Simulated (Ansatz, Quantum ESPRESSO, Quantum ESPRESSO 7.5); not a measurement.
# Complex bands of CaO, rock salt type, lattice constant set to 4.909 Å

Wanted: the complex band structure of CaO, rock salt type, lattice constant set to 4.909 Å, as for a tunnel barrier.

Main program and level: Quantum ESPRESSO 7.5; plane-wave DFT, LDA, GBRV ultrasoft pseudopotentials (cross-check by Ansatz 0.2.0 with PAW datasets).

## (1) Set-up

The structure is cubic, space group Fm-3m (No. 225). The conventional cell has a = 4.909 Å, b = 4.909 Å, c = 4.909 Å, α = 90.00°, β = 90.00°, γ = 90.00°. Nearest to Ca lie 6 O at 2.45 Å. Nearest to O lie 6 Ca at 2.45 Å. Farther neighbours and most contacts between anions are not listed.

## (2) SCF with pw.x

pwcond needs a cell whose third axis lies along the current and stands perpendicular to the other two.

scf.in reads:

```
&control
  prefix = 'scf'
  outdir = './out'
  pseudo_dir = './pseudo'
  calculation = 'scf'
  tprnfor = .true.
/
&system
  ibrav = 0
  nat = 4
  ntyp = 2
  ecutwfc = 40
  ecutrho = 200
  occupations = 'fixed'
  nbnd = 20
/
&electrons
  conv_thr = 1e-09
  mixing_beta = 0.6
  electron_maxstep = 120
/
ATOMIC_SPECIES
  Ca  40.0780  ca_lda_v1.uspp.F.UPF
  O   15.9990  o_lda_v1.2.uspp.F.UPF
CELL_PARAMETERS angstrom
  3.47118718884476 0.00000000000000 0.00000000000000
  0.00000000000000 3.47118718884476 0.00000000000000
  0.00000000000000 0.00000000000000 4.90900000000000
ATOMIC_POSITIONS crystal
  Ca  0.000000000000 0.000000000000 0.000000000000
  O   0.500000000000 0.500000000000 0.000000000000
  Ca  0.500000000000 0.500000000000 0.500000000000
  O   0.000000000000 0.000000000000 0.500000000000
K_POINTS automatic
  8 8 6 0 0 0
```

Command:

```bash
$ OMP_NUM_THREADS=1 mpirun -n 2 pw.x -nk 2 -in scf.in > scf.out
```

What it wrote:

```text
Program PWSCF v.7.5 starts
[citation notice left out]

     Parallel version (MPI & OpenMP), running on       2 processor cores
     Number of MPI processes:                 2
     Threads/MPI process:                     1

     MPI processes distributed on     1 nodes
[...]
Current dimensions of program PWSCF are:
     Max number of different atomic species (ntypx) = 10
     Max number of k-points (npk) =  40000
     Max angular momentum in pseudopotentials (lmaxx) =  4
     Found identity + ( -0.5000 -0.5000 -0.5000) symmetry
     This is a supercell, fractional translations are disabled
     Message from routine setup:
     using ibrav=0 with symmetry is DISCOURAGED, use correct ibrav instead

     K-points division:     npool     =       2
     Subspace diagonalization in iterative solution of the eigenvalue problem:
     a serial algorithm will be used

     G-vector sticks info
     --------------------
     sticks:   dense  smooth     PW     G-vecs:    dense   smooth      PW
     Sum         673     553    177                19033    13637    2429

     Using Slab Decomposition

     bravais-lattice index     =            0
     lattice parameter (alat)  =       6.5596  a.u.
     unit-cell volume          =     399.1588 (a.u.)^3
     number of atoms/cell      =            4
     number of atomic types    =            2
     number of electrons       =        32.00
     number of Kohn-Sham states=           20
     kinetic-energy cutoff     =      40.0000  Ry
     charge density cutoff     =     200.0000  Ry
     scf convergence threshold =      1.0E-09
     mixing beta               =       0.6000
     number of iterations used =            8  plain     mixing
     Exchange-correlation= SLA  PZ   NOGX NOGC
                           (   1   1   0   0   0   0   0)

     celldm(1)=   6.559593  celldm(2)=   0.000000  celldm(3)=   0.000000
     celldm(4)=   0.000000  celldm(5)=   0.000000  celldm(6)=   0.000000

     crystal axes: (cart. coord. in units of alat)
               a(1) = (   1.000000   0.000000   0.000000 )
               a(2) = (   0.000000   1.000000   0.000000 )
               a(3) = (   0.000000   0.000000   1.414214 )

     reciprocal axes: (cart. coord. in units 2 pi/alat)
               b(1) = (  1.000000  0.000000  0.000000 )
               b(2) = (  0.000000  1.000000  0.000000 )
               b(3) = (  0.000000  0.000000  0.707107 )

     PseudoPot. # 1 for Ca read from file:
     ./pseudo/ca_lda_v1.uspp.F.UPF
     Pseudo is Ultrasoft + core correction, Zval = 10.0
     Generated by new atomic code, or converted to UPF format
     Using radial grid of  845 points,  6 beta functions with:
                l(1) =   0
                l(2) =   0
                l(3) =   1
                l(4) =   1
                l(5) =   2
                l(6) =   2
     Q(r) pseudized with  8 coefficients,  rinner =    1.500   1.500   1.500
                                                       1.500   1.500

     PseudoPot. # 2 for O  read from file:
     ./pseudo/o_lda_v1.2.uspp.F.UPF
     Pseudo is Ultrasoft + core correction, Zval =  6.0
     Generated by new atomic code, or converted to UPF format
     Using radial grid of  737 points,  5 beta functions with:
                l(1) =   0
                l(2) =   0
                l(3) =   1
                l(4) =   1
                l(5) =   2
     Q(r) pseudized with  8 coefficients,  rinner =    0.900   0.900   0.900
                                                       0.900   0.900

     atomic species   valence    mass     pseudopotential
     Ca               10.00    40.07800     Ca( 1.00)
     O                 6.00    15.99900     O ( 1.00)

     16 Sym. Ops., with inversion, found

   Cartesian axes

     site n.     atom                  positions (alat units)
         1        Ca     tau(   1) = (   0.0000000   0.0000000   0.0000000  )
         2        O      tau(   2) = (   0.5000000   0.5000000   0.0000000  )
         3        Ca     tau(   3) = (   0.5000000   0.5000000   0.7071068  )
         4        O      tau(   4) = (   0.0000000   0.0000000   0.7071068  )

     number of k points=    60
                       cart. coord. in units 2pi/alat
        k(    1) = (   0.0000000   0.0000000   0.0000000), wk =   0.0052083
        k(    2) = (   0.0000000   0.0000000   0.1178511), wk =   0.0104167
        k(    3) = (   0.0000000   0.0000000   0.2357023), wk =   0.0104167
        k(    4) = (   0.0000000   0.0000000  -0.3535534), wk =   0.0052083
        k(    5) = (   0.0000000   0.1250000   0.0000000), wk =   0.0208333
        k(    6) = (   0.0000000   0.1250000   0.1178511), wk =   0.0416667
        k(    7) = (   0.0000000   0.1250000   0.2357023), wk =   0.0416667
        k(    8) = (   0.0000000   0.1250000  -0.3535534), wk =   0.0208333
        k(    9) = (   0.0000000   0.2500000   0.0000000), wk =   0.0208333
        k(   10) = (   0.0000000   0.2500000   0.1178511), wk =   0.0416667
[...]
k(   60) = (  -0.5000000  -0.5000000  -0.3535534), wk =   0.0052083

     Dense  grid:    19033 G-vectors     FFT dimensions: (  30,  30,  45)

     Smooth grid:    13637 G-vectors     FFT dimensions: (  27,  27,  40)

     Estimated max dynamical RAM per process >      58.99 MB

     Estimated total dynamical RAM >     113.34 MB

     Check: negative core charge=   -0.000003

     Initial potential from superposition of free atoms

     starting charge      31.9905, renormalised to      32.0000
     Starting wfcs are   28 randomized atomic wfcs

     total cpu time spent up to now is        1.4 secs

     per-process dynamical memory:    36.3 Mb

     Self-consistent Calculation

     iteration #  1     ecut=    40.00 Ry     beta= 0.60
     Davidson diagonalization with overlap
     ethr =  1.00E-02,  avg # of iterations =  2.0

     total cpu time spent up to now is        2.4 secs

     total energy              =    -214.55396436 Ry
     estimated scf accuracy    <       0.96466909 Ry

     iteration #  2     ecut=    40.00 Ry     beta= 0.60
[...]
total energy              =    -214.65721132 Ry
     estimated scf accuracy    <       1.85141189 Ry

     iteration #  3     ecut=    40.00 Ry     beta= 0.60
[...]
total energy              =    -214.99952167 Ry
     estimated scf accuracy    <       0.01078165 Ry

     iteration #  4     ecut=    40.00 Ry     beta= 0.60
[...]
total energy              =    -215.00273524 Ry
     estimated scf accuracy    <       0.00549821 Ry

     iteration #  5     ecut=    40.00 Ry     beta= 0.60
[...]
total energy              =    -215.00342662 Ry
     estimated scf accuracy    <       0.00011413 Ry

     iteration #  6     ecut=    40.00 Ry     beta= 0.60
[...]
total energy              =    -215.00350238 Ry
     estimated scf accuracy    <       0.00008002 Ry

     iteration #  7     ecut=    40.00 Ry     beta= 0.60
[...]
total energy              =    -215.00349134 Ry
     estimated scf accuracy    <       0.00003825 Ry

     iteration #  8     ecut=    40.00 Ry     beta= 0.60
[...]
total energy              =    -215.00349634 Ry
     estimated scf accuracy    <       0.00000104 Ry

     iteration #  9     ecut=    40.00 Ry     beta= 0.60
[...]
total energy              =    -215.00349712 Ry
     estimated scf accuracy    <       0.00000064 Ry

     iteration # 10     ecut=    40.00 Ry     beta= 0.60
[...]
total energy              =    -215.00349673 Ry
     estimated scf accuracy    <       0.00000110 Ry

     iteration # 11     ecut=    40.00 Ry     beta= 0.60
[...]
total energy              =    -215.00349688 Ry
     estimated scf accuracy    <       0.00000002 Ry

     iteration # 12     ecut=    40.00 Ry     beta= 0.60
[...]
total energy              =    -215.00349689 Ry
     estimated scf accuracy    <          1.2E-09 Ry

     iteration # 13     ecut=    40.00 Ry     beta= 0.60
[...]
total energy              =    -215.00349689 Ry
     estimated scf accuracy    <          2.8E-09 Ry

     iteration # 14     ecut=    40.00 Ry     beta= 0.60
[...]
End of self-consistent calculation

          k = 0.0000 0.0000 0.0000 (  1715 PWs)   bands (ev):

   -30.7003 -30.5927 -12.2486 -11.9307 -11.9307 -11.7365 -11.7365 -11.7365
    -8.3627  -8.1126   5.3538   6.3012   6.3012   6.6886   6.6886   6.6886
    10.1956  10.7753  12.6674  12.6674

          k = 0.0000 0.0000 0.1179 (  1719 PWs)   bands (ev):

   -30.6930 -30.5998 -12.2496 -11.9177 -11.9177 -11.8157 -11.7495 -11.7495
    -8.2604  -8.0535   5.2287   6.2659   6.3044   6.3044   6.6318   6.6318
    10.3168  11.1685  12.4270  12.9147

          k = 0.0000 0.0000 0.2357 (  1715 PWs)   bands (ev):

   -30.6732 -30.6193 -12.2286 -11.9878 -11.8822 -11.8822 -11.7851 -11.7851
    -8.0532  -7.9437   5.0260   5.5316   6.3267   6.3267   6.5069   6.5069
    10.6689  11.8557  11.9172  13.5646

          k = 0.0000 0.0000-0.3536 (  1698 PWs)   bands (ev):

   -30.6461 -30.6461 -12.1440 -12.1440 -11.8337 -11.8337 -11.8337 -11.8337
    -7.9202  -7.9202   5.0692   5.0692   6.3921   6.3921   6.3921   6.3921
    11.2116  11.2116  12.7053  12.7053

          k = 0.0000 0.1250 0.0000 (  1721 PWs)   bands (ev):

   -30.6922 -30.5926 -12.2250 -12.0093 -11.9165 -11.8401 -11.7515 -11.7368
    -8.2451  -8.0260   5.3790   5.9971   6.1912   6.2928   6.5274   6.6197
    10.6038  11.2380  12.5719  12.7798

          k = 0.0000 0.1250 0.1179 (  1718 PWs)   bands (ev):

   -30.6854 -30.5992 -12.2534 -11.9697 -11.9305 -11.9044 -11.7488 -11.7434
    -8.1504  -7.9683   5.2274   6.0220   6.0375   6.1916   6.4418   6.4757
    10.7156  11.5978  12.5877  12.9639

[...]
highest occupied, lowest unoccupied level (ev):     6.6886   10.1956

!    total energy              =    -215.00349689 Ry
     estimated scf accuracy    <          5.4E-10 Ry

     The total energy is the sum of the following terms:
     one-electron contribution =     -57.37359084 Ry
     hartree contribution      =      43.03493355 Ry
     xc contribution           =     -38.03977034 Ry
     ewald contribution        =    -162.62506924 Ry

     convergence has been achieved in  14 iterations

     Forces acting on atoms (cartesian axes, Ry/au):

     atom    1 type  1   force =     0.00000000    0.00000000    0.00000000
     atom    2 type  2   force =     0.00000000    0.00000000    0.00000000
     atom    3 type  1   force =     0.00000000    0.00000000    0.00000000
     atom    4 type  2   force =     0.00000000    0.00000000    0.00000000

     Total force =     0.000000     Total SCF correction =     0.000000

[...]
=------------------------------------------------------------------------------=
   JOB DONE.
=------------------------------------------------------------------------------=
```

Run time: 18 s. Hardware: 2 MPI ranks of Intel Xeon Platinum 8488C (Sapphire Rapids), shared host; peak memory 0.21 GiB.

Read from the output:

```
free energy                          : -2925.2716 eV
valence top, on the run's zero       : 6.689 eV
conduction bottom, on the run's zero : 10.20 eV
gap by band count                    : 3.507 eV
```

The program's own clock; routines nest. Time by routine:

```tsv
routine	wall time (s)	calls
PWSCF	17.74	1
electrons	16.17	1
c_bands	13.16	14
cegterg	11.95	420
h_psi	9.36	1650
fftw	8.4	52038
vloc_psi	7.92	1650
sum_band	2.57	14
init_run	1.28	1
calbec	1.08	2190
h_psi:calbec	0.76	1650
wfcinit	0.63	1
s_psi	0.61	1650
add_vuspsi	0.61	1650
```

The run needed 14 iterations to bring the estimated error under 1e-09 Ry.

(Continued in part 2 of 3.)

[Logs are printed without paths, hosts, clocks, repeated set-up lines and the standing remarks that a program may print on its own settings, such as how far it seeks lower states.]

[Hosts, paths, dates, database ids (printed as entryN), source tags and the programs' standing remarks are cut or masked in the printed files.]

[Maps of the electrostatic potential energy from Ansatz leave out the sawtooth potential of an applied field or a dipole correction, so their vacuum need not be flat; planar profiles and work functions include it.]
